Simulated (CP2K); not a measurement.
Consider 1,4-difluorobenzene at its PBE geometry (Å).

```xyz
12

F     2.7151    0.1811   -0.0912
C     1.3562    0.0911   -0.0460
C     0.6145    1.2674   -0.0161
C    -0.7778    1.1737    0.0313
C    -1.3562   -0.0911    0.0460
F    -2.7151   -0.1811    0.0912
C    -0.6145   -1.2674    0.0161
C     0.7778   -1.1737   -0.0313
H     1.1212    2.2306   -0.0316
H    -1.4104    2.0591    0.0579
H    -1.1212   -2.2306    0.0316
H     1.4104   -2.0591   -0.0579
```

Method: CP2K XAS_TDP, all-electron GAPW, PBEh(45%), aug-cc-pVDZ, TDA, no relativity.

Question: Where do the C K-edge lines lie, and how strong are they?

Leading lines: C2 283.74 eV and C3 281.55 eV. The leading line of an atom is its first one with 35 % of the strongest within 2.5 eV of its lowest line over the strength cut. 

The first six lines of each atom with a strength over 0.0015:

```csv
atom,energy (eV),states,"strength, one atom"
"C2 (bonded to 2 C and F), 2 alike",283.74,1,0.0602
,286.21,1,0.0453
,288.85,1,0.0085
,289.38,1,0.0051
,290.04,2,0.0056
,290.64,1,0.0044
"C3 (bonded to 2 C and H), 4 alike",281.55,1,0.0501
,284.76,1,0.0125
,285.66,1,0.0022
,286.51,1,0.0049
,287.19,1,0.0042
,287.32,1,0.0020
```

Lines are vertical, at one geometry, with no vibrational structure. Without a correction of the core level, line positions, and the gaps between valence and Rydberg lines, follow the share of exact exchange. At this level such K lines come out 3 to 6 eV under measured ones. These values hold no scalar relativity, about 0.1 eV for C 1s. Rydberg lines, and the discretised continuum above threshold, depend on the basis and the box.

[Banner, clock and machine lines of the logs are left out without a mark of their own.]

[Logs are printed without paths, hosts, clocks, repeated set-up lines and the standing remarks that a program may print on its own settings, such as how far it seeks lower states.]

[Hosts, paths, dates, database ids (printed as entryN), source tags and the programs' standing remarks are cut or masked in the printed files.]
